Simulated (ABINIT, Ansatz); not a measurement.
## A GW chain in ABINIT: Ba2MgH6 (P-3m1)

Aim: the G0W0 gap of Ba2MgH6 (P-3m1) on LDA, step by step.

Main program and level: ABINIT 10.8.3; LDA and many-body steps on it, plane waves.

### Step 1. The starting structure

Symmetry: P-3m1, No. 164, trigonal system. Conventional cell: a = 5.718 Å, b = 5.718 Å, c = 4.538 Å, α = 90.00°, β = 90.00°, γ = 120.00°. Ba has 12 H at 2.75 to 2.87 Å nearest. Nearest to Mg lie 6 H at 1.97 Å. Nearest to H lie 1 Mg at 1.97 Å and 4 H at 2.65 to 2.80 Å and 4 Ba at 2.75 to 2.87 Å. Farther neighbours are not listed.

The cell and positions are those that the Materials Project relaxed with its own functionals (PBE, PBE+U or r2SCAN), kept fixed. Spin-orbit coupling is left out unless a step names it.

### Step 2. Ground state

This step: ABINIT 10.8.3; DFT, LDA, plane waves, norm-conserving pseudopotentials.

The ground-state density comes first.

The input, run.abi:

```
acell 3*1.0 Angstrom
rprim 
  5.717818886904 0.000000000024 0.000000000000
  -2.858909443473 4.951776410285 0.000000000000
  0.000000000000 0.000000000000 4.538310090000
ntypat 3
znucl 56 12 1
natom 9
typat 1 1 2 3 3 3 3 3 3
xred 
  0.666666666667 0.333333333333 0.267038260000
  0.333333333333 0.666666666667 0.732961740000
  0.000000000000 0.000000000000 0.000000000000
  0.829634400000 0.659268800000 0.775326710000
  0.829634400000 0.170365600000 0.775326710000
  0.340731200000 0.170365600000 0.775326710000
  0.170365600000 0.340731200000 0.224673290000
  0.170365600000 0.829634400000 0.224673290000
  0.659268800000 0.829634400000 0.224673290000
pp_dirpath "pseudos"
pseudos "Ba.upf, Mg.upf, H.upf"
ecut 38
ngkpt 3 3 4
nshiftk 1
shiftk 0 0 0
kptopt 1
chksymbreak 0
nband 26
occopt 1
tolvrs 1e-10
nstep 60
prtwf 0
optforces 0
optstress 0
indata_prefix "in"
outdata_prefix "out"
tmpdata_prefix "tmp"
```

Started as:

```sh
$ OMP_NUM_THREADS=1 mpirun -n 4 abinit run.abi > log
```

Numbers of over 12 decimals in the logs are rounded to 6 here.

What it wrote:

```text
.Version 10.8.3 of ABINIT. v10.8.2 released Aug 2026.

 Symmetries : space group P-3 m 1 (#164); Bravais hP (primitive hexag.)
================================================================================
 Values of the parameters that define the memory need of the present run
     intxc =       0    ionmov =       0      iscf =       7    lmnmax =       6
     lnmax =       6     mgfft =      60  mpssoang =       3    mqgrid =    3001
     natom =       9  nloc_mem =       1    nspden =       1   nspinor =       1
    nsppol =       1      nsym =      12    n1xccc =    2501    ntypat =       3
    occopt =       1   xclevel =       1
-    mband =          26        mffmem =           1         mkmem =           3
       mpw =        9726          nfft =      172800          nkpt =          10
================================================================================
  Rough estimation (10% accuracy) of disk space for files :
================================================================================

--------------------------------------------------------------------------------
------------- Echo of variables that govern the present computation ------------
--------------------------------------------------------------------------------
 -outvars: echo values of preprocessed input variables --------
            acell      1.8897261259E+00  1.8897261259E+00  1.8897261259E+00 Bohr

      chksymbreak           0
             ecut      3.80000000E+01 Hartree
-          fftalg         312

              ixc       -1012
              kpt      0.00000000E+00  0.00000000E+00  0.00000000E+00
                       3.33333333E-01  0.00000000E+00  0.00000000E+00
                       3.33333333E-01  3.33333333E-01  0.00000000E+00
                       0.00000000E+00  0.00000000E+00  2.50000000E-01
                       3.33333333E-01  0.00000000E+00  2.50000000E-01
                      -3.33333333E-01  0.00000000E+00  2.50000000E-01
                       3.33333333E-01  3.33333333E-01  2.50000000E-01
                       0.00000000E+00  0.00000000E+00  5.00000000E-01
                       3.33333333E-01  0.00000000E+00  5.00000000E-01
                       3.33333333E-01  3.33333333E-01  5.00000000E-01
         kptrlatt        3    0    0      0    3    0      0    0    4
          kptrlen      3.24153352E+01
P           mkmem           3
            natom           9
            nband          26
            ngfft          60      60      48
             nkpt          10
            nstep          60
             nsym          12
           ntypat           3
              occ      2.000000  2.000000  2.000000  2.000000  2.000000  2.000000
                       2.000000  2.000000  2.000000  2.000000  2.000000  2.000000
                       2.000000  2.000000  2.000000  2.000000  2.000000  2.000000
                       0.000000  0.000000  0.000000  0.000000  0.000000  0.000000
                       0.000000  0.000000
        optforces           0
        optstress           0
            prtwf           0
            rprim      5.7178188869E+00  2.4000000000E-11  0.0000000000E+00
                      -2.8589094435E+00  4.9517764103E+00  0.0000000000E+00
[...]
spgroup         164

           tolvrs      1.00000000E-10

             xred      6.6666666667E-01  3.3333333333E-01  2.6703826000E-01
[...]
znucl       56.00000   12.00000    1.00000

================================================================================

 chkinp: Checking input parameters for consistency.

================================================================================
== DATASET  1 ==================================================================
-   mpi_nproc: 4, omp_nthreads: 1 (-1 if OMP is not activated)

--- !DatasetInfo
iteration_state: {dtset: 1, }
dimensions: {natom: 9, nkpt: 10, mband: 26, nsppol: 1, nspinor: 1, nspden: 1, mpw: 9726, }
cutoff_energies: {ecut:  38.0, pawecutdg:  -1.0, }
electrons: {nelect:   3.60000000E+01, charge:   0.00000000E+00, occopt:   1.00000000E+00, tsmear:   1.00000000E-02, }

 Real(R)+Recip(G) space primitive vectors, cartesian coordinates (Bohr,Bohr^-1):
 R(1)= 10.8051117  0.0000000  0.0000000  G(1)=  0.0925488  0.0534331  0.0000000
 R(2)= -5.4025559  9.3575013  0.0000000  G(2)=  0.0000000  0.1068661  0.0000000
 R(3)=  0.0000000  0.0000000  8.5761631  G(3)=  0.0000000  0.0000000  0.1166023
 Unit cell volume ucvol=  8.6712596E+02 bohr^3
 Angles (23,13,12)=  9.00000000E+01  9.00000000E+01  1.20000000E+02 degrees

 getcut: wavevector=  0.0000  0.0000  0.0000  ngfft=  60  60  48
         ecut(hartree)=     38.000   => boxcut(ratio)=   2.00108

--- Pseudopotential description ------------------------------------------------
- Ba Generated using ONCVPSP code by D. R. Hamann
- 56.00000  10.00000  180309                  znucl, zion, pspdat
12 -1012 2 -1 1912                            pspcod,pspxc,lmax,lloc,mmax
     nproj     2     2     2
  pspatm : epsatm=   25.95172157
         --- l  ekb(1:nproj) -->
[...]
pspatm: atomic psp has been read  and splines computed

- Mg Generated using ONCVPSP code by D. R. Hamann
- 12.00000  10.00000  180309                  znucl, zion, pspdat
12 -1012 1 -1 1510                            pspcod,pspxc,lmax,lloc,mmax
     nproj     2     2     0
  pspatm : epsatm=    9.23542517
         --- l  ekb(1:nproj) -->
[...]
pspatm: atomic psp has been read  and splines computed

- H Generated using ONCVPSP code by D. R. Hamann
-  1.00000   1.00000  180309                  znucl, zion, pspdat
12 -1012 1 -1 1180                            pspcod,pspxc,lmax,lloc,mmax
     nproj     2     1     0
  pspatm : epsatm=    0.35439867
         --- l  ekb(1:nproj) -->
[...]
1   -0.275071
 pspatm: atomic psp has been read  and splines computed

   2.27754937E+03                                ecore*ucvol(ha*bohr**3)
--------------------------------------------------------------------------------

_setup2: Arith. and geom. avg. npw (full set) are    9696.639    9696.628

================================================================================

--- !BeginCycle
iteration_state: {dtset: 1, }
solver: {iscf: 7, nstep: 60, nline: 4, wfoptalg: 0, }
tolerances: {tolvrs: 1.00E-10, }

     iter   Etot(hartree)      deltaE(h)  residm     vres2
 ETOT  1  -119.13991660007    -1.191E+02 7.442E-02 2.787E+02
 ETOT  2  -119.22635828183    -8.644E-02 1.504E-03 4.532E+00
 ETOT  3  -119.22697620929    -6.179E-04 1.388E-03 3.259E-01
 ETOT  4  -119.22700018894    -2.398E-05 9.662E-04 6.869E-03
 ETOT  5  -119.22700081158    -6.226E-07 1.051E-03 4.027E-04
 ETOT  6  -119.22700085951    -4.794E-08 2.850E-04 1.879E-05
 ETOT  7  -119.22700086189    -2.371E-09 1.826E-04 6.882E-07
 ETOT  8  -119.22700086193    -4.711E-11 3.776E-05 4.016E-08
 ETOT  9  -119.22700086194    -3.709E-12 2.248E-05 7.776E-10
 ETOT 10  -119.22700086194    -4.960E-12 1.102E-05 1.939E-11

 At SCF step   10       vres2   =  1.94E-11 < tolvrs=  1.00E-10 =>converged.

--- !ResultsGS
iteration_state: {dtset: 1, }
comment   : Summary of ground state results
lattice_vectors:
- [ 10.8051117,   0.0000000,   0.0000000, ]
- [ -5.4025559,   9.3575013,   0.0000000, ]
- [  0.0000000,   0.0000000,   8.5761631, ]
lattice_lengths: [  10.80511,   10.80511,    8.57616, ]
lattice_angles: [ 90.000,  90.000, 120.000, ] # degrees, (23, 13, 12)
lattice_volume:   8.6712596E+02
convergence: {deltae: -4.960E-12, res2:  1.939E-11, residm:  1.102E-05, diffor:  0.000E+00, }
etotal    :  -1.19227001E+02
entropy   :   0.00000000E+00
fermie    :   1.21605651E-01
cartesian_stress_tensor: null
pressure_GPa: null
xred      :
- [  6.6667E-01,   3.3333E-01,   2.6704E-01, Ba]
- [  3.3333E-01,   6.6667E-01,   7.3296E-01, Ba]
- [  0.0000E+00,   0.0000E+00,   0.0000E+00, Mg]
- [  8.2963E-01,   6.5927E-01,   7.7533E-01,  H]
- [  8.2963E-01,   1.7037E-01,   7.7533E-01,  H]
- [  3.4073E-01,   1.7037E-01,   7.7533E-01,  H]
- [  1.7037E-01,   3.4073E-01,   2.2467E-01,  H]
- [  1.7037E-01,   8.2963E-01,   2.2467E-01,  H]
- [  6.5927E-01,   8.2963E-01,   2.2467E-01,  H]
cartesian_forces: null
force_length_stats: {min: null, max: null, mean: null, }

 Integrated electronic density in atomic spheres:
 ------------------------------------------------
 Atom  Sphere_radius  Integrated_density
[...]
================================================================================

 ----iterations are completed or convergence reached----

 Mean square residual over all n,k,spin=   76.860E-09; max=  11.017E-06
 reduced coordinates (array xred) for    9 atoms
[...]
0.829634400000      0.170365600000      0.775326710000
       0.340731200000      0.170365600000      0.775326710000
       0.170365600000      0.340731200000      0.224673290000
       0.170365600000      0.829634400000      0.224673290000
       0.659268800000      0.829634400000      0.224673290000
 rms dE/dt=  0.0000E+00; max dE/dt=  0.0000E+00; dE/dt below (all hartree)
    1       0.000000000000      0.000000000000      0.000000000000
    2       0.000000000000      0.000000000000      0.000000000000
    3       0.000000000000      0.000000000000      0.000000000000
    4       0.000000000000      0.000000000000      0.000000000000
    5       0.000000000000      0.000000000000      0.000000000000
    6       0.000000000000      0.000000000000      0.000000000000
    7       0.000000000000      0.000000000000      0.000000000000
    8       0.000000000000      0.000000000000      0.000000000000
    9       0.000000000000      0.000000000000      0.000000000000

 cartesian coordinates (angstrom) at end:
    1      2.858909     1.650592     1.211902
[...]
5      4.256639     0.843612     3.518673
    6      1.461179     0.843612     3.518673
    7     -7.16e-12     1.687225     1.019637
    8     -1.397730     4.108164     1.019637
    9      1.397730     4.108164     1.019637
 length scales=  1.889726125908  1.889726125908  1.889726125908 bohr
              =  1.000000000000  1.000000000000  1.000000000000 angstroms
 prteigrs : about to open file out_EIG
 Fermi (or HOMO) energy (hartree) =   0.12161   Average Vxc (hartree)=  -0.34315
 Eigenvalues (hartree) for nkpt=  10  k points:
 kpt#   1, nband= 26, wtk=  0.02778, kpt=  0.0000  0.0000  0.0000 (reduced coord)
  -2.57086   -1.37447   -1.37400   -1.37400   -0.85645   -0.85032   -0.32036   -0.32036
  -0.31260   -0.30146   -0.30146   -0.29498   -0.06810    0.03576    0.04185    0.04185
   0.11714    0.11714    0.21742    0.25905    0.25905    0.31719    0.31863    0.31863
   0.32584    0.34241
 prteigrs : prtvol=0 or 1, do not print more k-points.

--- !EnergyTerms
iteration_state     : {dtset: 1, }
comment             : Components of total free energy in Hartree
kinetic             :  5.00239969175924E+01
hartree             :  3.10033297772840E+01
xc                  : -2.30747655826934E+01
Ewald energy        : -7.10808593876943E+01
psp_core            :  2.62654962055242E+00
local_psp           : -9.70106977371407E+01
non_local_psp       : -1.17145544698413E+01
total_energy        : -1.19227000861941E+02
total_energy_eV     : -3.24433197140418E+03
band_energy         : -1.99424052672263E+01

== END DATASET(S) ==============================================================
================================================================================

 -outvars: echo values of variables after computation  --------
           etotal     -1.1922700086E+02
            nband          26
             nkpt          10
          spgroup         164
 [... the other variables as echoed above ...]

 Calculation completed.
```

Wall time 24 s (4 MPI ranks of Arm Neoverse V2, shared host); peak memory 0.43 GiB; 95 s of CPU time.

Numbers from this step:

```
total energy               : -3244.3320 eV
gap                        : 2.607 eV
k of the valence top       : 0.3333, 0, 0
k of the conduction bottom : 0, 0, 0
least direct gap           : 2.729 eV
```

The gap is indirect, with the least direct gap 0.12 eV higher.

(Part 1 of 3 ends here.)

[Paths, hosts, dates, memory and timing lines, banners, echoed tables and standing remarks are left out of the program output.]

[Logs are printed without paths, hosts, clocks, repeated set-up lines and the standing remarks that a program may print on its own settings, such as how far it seeks lower states.]

[Runs of the session that timed out or met a known fault of the program may be left out.]

[Hosts, paths, dates, database ids (printed as entryN), source tags and the programs' standing remarks are cut or masked in the printed files.]

[G0W0 gaps are taken among the corrected bands and points alone; a level outside them can change the order at an edge.]

[Where Ansatz stands beside ABINIT at settings called matched, ABINIT's density can come from a denser mesh and the files from another edition; pairs whose starting gaps differed by over 0.03 eV were left out, so agreement reads better than it is.]
